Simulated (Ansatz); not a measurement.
# The perfect GaSb wire along [110], 8 atoms a period, H-terminated, part 2 of 2

Aim: is the GaSb wire along [110], 8 atoms a period, H-terminated a metal or a semiconductor?

Ansatz 0.2.0; DFT PBE, plane waves, PAW; relaxation of a wire's period; PAW set soft_1 (the session's first sound run).

So far. Step 2 (Relaxation of atoms and period): The cell's length comes to 4.474 Å with spin left out.

### Step 3. Bands of the perfect wire

This step: DFT PBE, plane waves, PAW; bands of a perfect wire; PAW set soft_1 (Ansatz 0.2.0).

At the relaxed period the bands are computed along the axis; those that cross an energy going forward count the channels that a perfect wire would open there.

Input file input.yaml:

```yaml
crystal:
  lattice:
    - [16.485, 0.0, 0.0]
    - [0.0, 14.049, 0.0]
    - [0.0, 0.0, 4.4737849024]
  atoms:
    - { symbol: Sb, position: [0.354755405, 0.499995414, 0.0] }
    - { symbol: H, position: [0.402188149, 0.755009619, 0.0] }
    - { symbol: Ga, position: [0.444519523, 0.655051245, 0.0] }
    - { symbol: Ga, position: [0.444519523, 0.344939583, 0.0] }
    - { symbol: Sb, position: [0.724452049, 0.499995414, 0.0] }
    - { symbol: H, position: [0.793338703, 0.591100376, 0.0] }
    - { symbol: H, position: [0.793338703, 0.408890452, 0.0] }
    - { symbol: H, position: [0.215839018, 0.598447954, 0.5] }
    - { symbol: H, position: [0.215839018, 0.401542874, 0.5] }
    - { symbol: Ga, position: [0.260373106, 0.499995414, 0.5] }
    - { symbol: Sb, position: [0.538201959, 0.651290159, 0.5] }
    - { symbol: Sb, position: [0.538201959, 0.348700669, 0.5] }
    - { symbol: H, position: [0.608021599, 0.742306399, 0.5] }
    - { symbol: H, position: [0.608021599, 0.257684429, 0.5] }
    - { symbol: Ga, position: [0.632423132, 0.499995414, 0.5] }
    - { symbol: H, position: [0.402188149, 0.244981209, 0.0] }
kpoints:
  mp_grid: { grid: [1, 1, 18] }
  band_path: { path: ["Γ", Z], npoints: 90 }
scf:
  occupations: { method: fermi_dirac, width: 0.05 }
hamiltonian:
  xc: pbe
  pseudopotentials: { kind: paw, azcp: { folder: soft_1 } }
output:
  dos: { e_range: [-5, 4] }
  write_potential: true
  write_density: true
  volumetric_format: npy
```

On the command line:

```sh
ansatz run input.yaml --threads 4 --pin off --max-ram 16384MiB --backend cpu --events-out ev --progress --plain --runs-dir out
```

Numbers of over 12 decimals in the logs are rounded to 6 here.

The program printed:

```text
[...]
Crystal: 16 atoms, lattice volume = 1036.119 Å³
Basis set: ecut = 420 eV, 20311 PW (Γ)
Bands: 76, of which v1, the nominal top of the filled ones, is band 60 counted from 1 (59 counted from 0)
Symmetry: 4 space group operations
[...]
k-points: 10 of 18
[...]
SCF iter   1: F=—  HF=-41197.691104 eV  |F-HF|=—  |Δ(HF+E_count)|=         —  Δρ=2.84e-2  dr2=8.85e0  ethr=3.10e-3  ⟨swp⟩=8.2  Hψ=3621  notcnv=0  defer=5
[...]
SCF iter  11: F=-41195.087999 eV  HF=-41195.087999 eV  |F-HF|=6.34e-9  |Δ(HF+E_count)|=   4.68e-8  Δρ=9.46e-7  dr2=1.36e-8  ethr=8.33e-11  ⟨swp⟩=3.8  Hψ=1967  notcnv=0
SCF 1 converged in 11 iterations: F = -41195.087999 eV  dr2 = 1.36e-8
[...]
NSCF: frozen V_eff on 91 k-points
WARN: The output density's exchange-correlation potential varies sharply where the density is thin. Do not read a vacuum level from v_tot or v_xc, or from such a field of the output density. On a cell that repeats whose density bears no net charge and no dipole along the vacuum's axis use v_es (v_loc + v_h of the components); under efield.dipole_correction with no amplitude use v_es + v_field, which holds any externa [...]
SCF converged after 11 iterations
Free energy (F): -41195.087999 eV
[...]
Internal energy: -41195.087987 eV  (E = F + TS)
E sigma→0 (E₀):  -41195.087993 eV
Entropy (-TS):   -0.000011 eV (-0.001 meV/atom)
Fermi energy:    -1.481254 eV
[...]
--- Band table (eV; the first three rows and the last of 10) ---
  k-point 0: bands = [... 56 lower, -3.0377, -2.8628, -2.8224, -1.9557, -1.0134, -0.2733, -0.1087, 0.4537, ... 12 higher]
  k-point 1: bands = [... 56 lower, -3.2148, -2.9432, -2.7660, -2.0633, -0.8552, -0.1245, 0.0391, 0.5822, ... 12 higher]
  k-point 2: bands = [... 56 lower, -3.3463, -3.0648, -2.7977, -2.2685, -0.4733, 0.1890, 0.4094, 0.7173, ... 12 higher]
  k-point 9: bands = [... 56 lower, -3.8691, -3.4573, -3.3059, -3.2487, 0.0188, 0.2737, 0.3347, 0.7540, ... 12 higher]
```

Wall time 2.5 min (4 threads of Arm Neoverse V1, shared host); peak memory 4.1 GiB; 9.8 min of CPU time.

This step gave:

* band gap: 0.9423 eV

The electronic bands at the labelled points (eV, zero at the Fermi level; v1 is the highest filled band, c1 the lowest empty one):

```tsv
point	v4	v3	v2	v1	c1	c2	c3	c4
Γ	-1.56	-1.38	-1.34	-0.47	0.47	1.21	1.37	1.94
halfway	-2.06	-1.75	-1.72	-1.15	1.71	1.82	1.92	2.31
Z	-2.39	-1.98	-1.82	-1.77	1.50	1.75	1.82	2.24
```

The gap is 0.942 eV, with spin left out.

The path shows a direct gap of 0.94 eV (valence top at Γ, conduction bottom at Γ).

### Step 4. Another level of theory, cutoff 500 eV, k-mesh 1×1×14

This step: DFT r2SCAN, plane waves, PAW; bands of a perfect wire at the PBE geometry; PAW set soft_1 (Ansatz 0.2.0).

The atoms stay at the PBE geometry and the functional changes. r2SCAN also reads the kinetic-energy density; it often gives larger moments and wider gaps than PBE, at a higher cost. Against the first PBE run of this kind, the cutoff is 500 eV against 420 and the mesh along the wire has 14 points against 18.

input.yaml, as its differences from that of step 3:

```diff
@@ -23,3 +23,3 @@
 kpoints:
-  mp_grid: { grid: [1, 1, 18] }
+  mp_grid: { grid: [1, 1, 14] }
   band_path: { path: ["Γ", Z], npoints: 90 }
@@ -28,8 +28,3 @@
 hamiltonian:
-  xc: pbe
+  xc: r2scan
   pseudopotentials: { kind: paw, azcp: { folder: soft_1 } }
-output:
-  dos: { e_range: [-5, 4] }
-  write_potential: true
-  write_density: true
-  volumetric_format: npy
```

The program printed:

```text
[...]
Crystal: 16 atoms, lattice volume = 1036.119 Å³
Basis set: ecut = 500 eV, 26303 PW (Γ), exchange–correlation on 500×432×144 points (64 copies of the dense FFT grid, shifted against one another)
Bands: 76, of which v1, the nominal top of the filled ones, is band 60 counted from 1 (59 counted from 0)
Symmetry: 4 space group operations
[...]
k-points: 8 of 14
[...]
--- Band table (eV; the first three rows and the last of 8) ---
  k-point 0: bands = [... 56 lower, -3.2674, -3.0869, -2.9908, -2.1177, -0.9633, -0.1527, 0.0011, 0.6683, ... 12 higher]
  k-point 1: bands = [... 56 lower, -3.5002, -3.2062, -2.9378, -2.2846, -0.6996, 0.0819, 0.2504, 0.7639, ... 12 higher]
  k-point 2: bands = [... 56 lower, -3.6473, -3.3348, -3.0563, -2.5473, -0.1244, 0.4175, 0.8267, 0.9313, ... 12 higher]
  k-point 7: bands = [... 56 lower, -4.1495, -3.6916, -3.5330, -3.4576, 0.1531, 0.4034, 0.4170, 0.9151, ... 12 higher]
[key lines of the parts left out:]
SCF converged after 10 iterations
Free energy (F): -41283.408804 eV
Fermi energy:    -1.538996 eV
```

Wall time 4.5 min (4 threads); peak memory 6.5 GiB; 18 min of CPU time.

Numbers from this step:

```
band gap : 1.154 eV
```

The gap is 1.15 eV, against 0.942 eV under PBE at the relaxed period.

### Step 5. Levels at the same atoms, level HSE06, cutoff 420 eV

This step: DFT HSE06, plane waves, PAW; levels of a perfect wire at the PBE geometry; PAW set soft_1 (Ansatz 0.2.0).

The atoms stay at the PBE geometry and the functional changes. HSE06 mixes in a quarter of short-range exact exchange, which removes part of the self-interaction that closes gaps; it is dear, so the mesh is thinner and no path is run. Against the first PBE run of this kind, the mesh along the wire has 7 points against 18.

input.yaml, as its differences from that of step 4:

```diff
@@ -23,4 +23,3 @@
 kpoints:
-  mp_grid: { grid: [1, 1, 14] }
-  band_path: { path: ["Γ", Z], npoints: 90 }
+  mp_grid: { grid: [1, 1, 7] }
 scf:
@@ -28,3 +27,3 @@
 hamiltonian:
-  xc: r2scan
+  xc: hse06
   pseudopotentials: { kind: paw, azcp: { folder: soft_1 } }
```

The program printed:

```text
[...]
Crystal: 16 atoms, lattice volume = 1036.119 Å³
Basis set: ecut = 420 eV, 20311 PW (Γ)
Bands: 76, of which v1, the nominal top of the filled ones, is band 60 counted from 1 (59 counted from 0)
Symmetry: 4 space group operations
[...]
k-points: 4 of 7
[...]
SCF iter   8: F=-41195.089994 eV  HF=-41195.090008 eV  |F-HF|=1.40e-5  |Δ(HF+E_count)|=   1.27e-4  Δρ=5.08e-5  dr2=2.73e-5  ethr=6.27e-7  ⟨swp⟩=3.2  Hψ=575  notcnv=0
[...]
Fermi energy:    -1.559626 eV
[...]
--- Band table (eV) ---
  k-point 0: bands = [... 56 lower, -3.5089, -3.3182, -3.2439, -2.3154, -0.8039]
  k-point 1: bands = [... 56 lower, -3.9607, -3.6130, -3.2926, -2.7767, 0.0779]
  k-point 2: bands = [... 56 lower, -4.1729, -3.7930, -3.7569, -3.1829, 0.5712]
  k-point 3: bands = [... 56 lower, -4.4549, -3.9432, -3.8850, -3.5953, 0.3690]
  guard bands above this table: 15 of the run's 76 bands. The solve was not asked for them (output.publish_guard_bands: true or output.eigenvalues: true publishes all)
[key lines of the parts left out:]
Free energy (F): -41214.539263 eV
```

The job ended after 4.3 min (4 threads; peak memory 14 GiB).

This step gave:

* band gap: 1.512 eV

The gap is 1.51 eV, against 0.942 eV under PBE at the relaxed period.

### Step 6. With spin-orbit coupling, k-mesh 1×1×12

This step: DFT PBE, plane waves, fully relativistic PAW; bands of a perfect wire with spin-orbit coupling; PAW set soft_1 (Ansatz 0.2.0).

Spin-orbit coupling mixes the spins and splits bands that cross or touch without it, so it can open or close channels. Fully relativistic datasets take the place of the scalar ones. Against the first PBE run of this kind, the mesh along the wire has 12 points against 18.

input.yaml, as its differences from that of step 5:

```diff
@@ -23,3 +23,4 @@
 kpoints:
-  mp_grid: { grid: [1, 1, 7] }
+  mp_grid: { grid: [1, 1, 12] }
+  band_path: { path: ["Γ", Z], npoints: 90 }
 scf:
@@ -27,3 +28,6 @@
 hamiltonian:
-  xc: hse06
-  pseudopotentials: { kind: paw, azcp: { folder: soft_1 } }
+  xc: pbe
+  pseudopotentials: { kind: paw_fr, azcp: { folder: soft_1 } }
+magnetization:
+  noncollinear: true
+  spin_orbit: true
```

The program printed:

```text
[...]
non-collinear run that drives no moment, with spin-orbit: no starting moment large enough to seed its density (crystal.atoms[].spin), no starting occupations that ask for one, no magnetisation constraint and no magnetic field, so the semilocal B_xc is pinned to zero
Crystal: 16 atoms, lattice volume = 1036.119 Å³
Basis set: ecut = 420 eV, 20311 PW (Γ)
[...]
k-point 0: bands = [... 116 lower, -2.8192, -2.8192, -1.9394, -1.9394, -1.0094, -1.0094, -0.2720, -0.2720, ... 28 higher]
  k-point 1: bands = [... 116 lower, -2.8038, -2.7092, -2.2049, -2.0941, -0.7071, -0.6575, 0.0190, 0.0355, ... 28 higher]
  k-point 2: bands = [... 116 lower, -2.9571, -2.8588, -2.5111, -2.3397, -0.0996, -0.0473, 0.3431, 0.3783, ... 28 higher]
  k-point 6: bands = [... 116 lower, -3.2643, -3.2643, -3.1988, -3.1988, 0.0119, 0.0119, 0.2776, 0.2776, ... 28 higher]
[key lines of the parts left out:]
SCF converged after 11 iterations
Magnetization: |M| = 0.0000 μB,  M = (+0.0000, +0.0000, +0.0000) μB
Free energy (F): -41205.038327 eV
Fermi energy:    -1.473250 eV
```

Elapsed: 22 min, on 4 threads; peak memory 11 GiB; 88 min of CPU time.

Numbers from this step:

```
band gap : 0.9274 eV
```

The gap is 0.927 eV, against 0.942 eV under PBE at the relaxed period, with no moment.

### Step 7. The ladder

Times are for 4 threads of Arm Neoverse V1, shared host. Results by setting:

```tsv
no.	run	band gap (eV)	time	memory (GiB)
1	lead	0.9423	2.5 min	4.1
2	levels	1.154	4.5 min	6.5
3	levels	1.512	4.3 min	14
4	SOC	0.9274	22 min	11
```

### Step 8. Results

| Property | Result |
| --- | --- |
| cell length, PBE | 4.474 Å |
| gap, PBE | 0.942 eV |
| gap, r2SCAN | 1.15 eV |
| gap, HSE06 | 1.51 eV |
| gap, with spin-orbit coupling | 0.927 eV |

Under PBE the cell's length is 4.47 Å, and a gap of 0.94 eV makes it a semiconductor. At the relaxed period the wire is gapped under every functional, from 0.94 eV (PBE) to 1.51 eV (HSE06). Weak screening in one dimension makes quasiparticle gaps larger than the semilocal gaps, as a rule. Plain hydrogen on a compound's surface is a simple closure: it may leave surface states, and facets that end in unlike atoms put a field across the wire, both of which shrink the gap. A hybrid's gap is read on a coarse mesh, without a band path.

[Logs are printed without paths, hosts, clocks, repeated set-up lines and the standing remarks that a program may print on its own settings, such as how far it seeks lower states.]

[Hosts, paths, dates, database ids (printed as entryN), source tags and the programs' standing remarks are cut or masked in the printed files.]
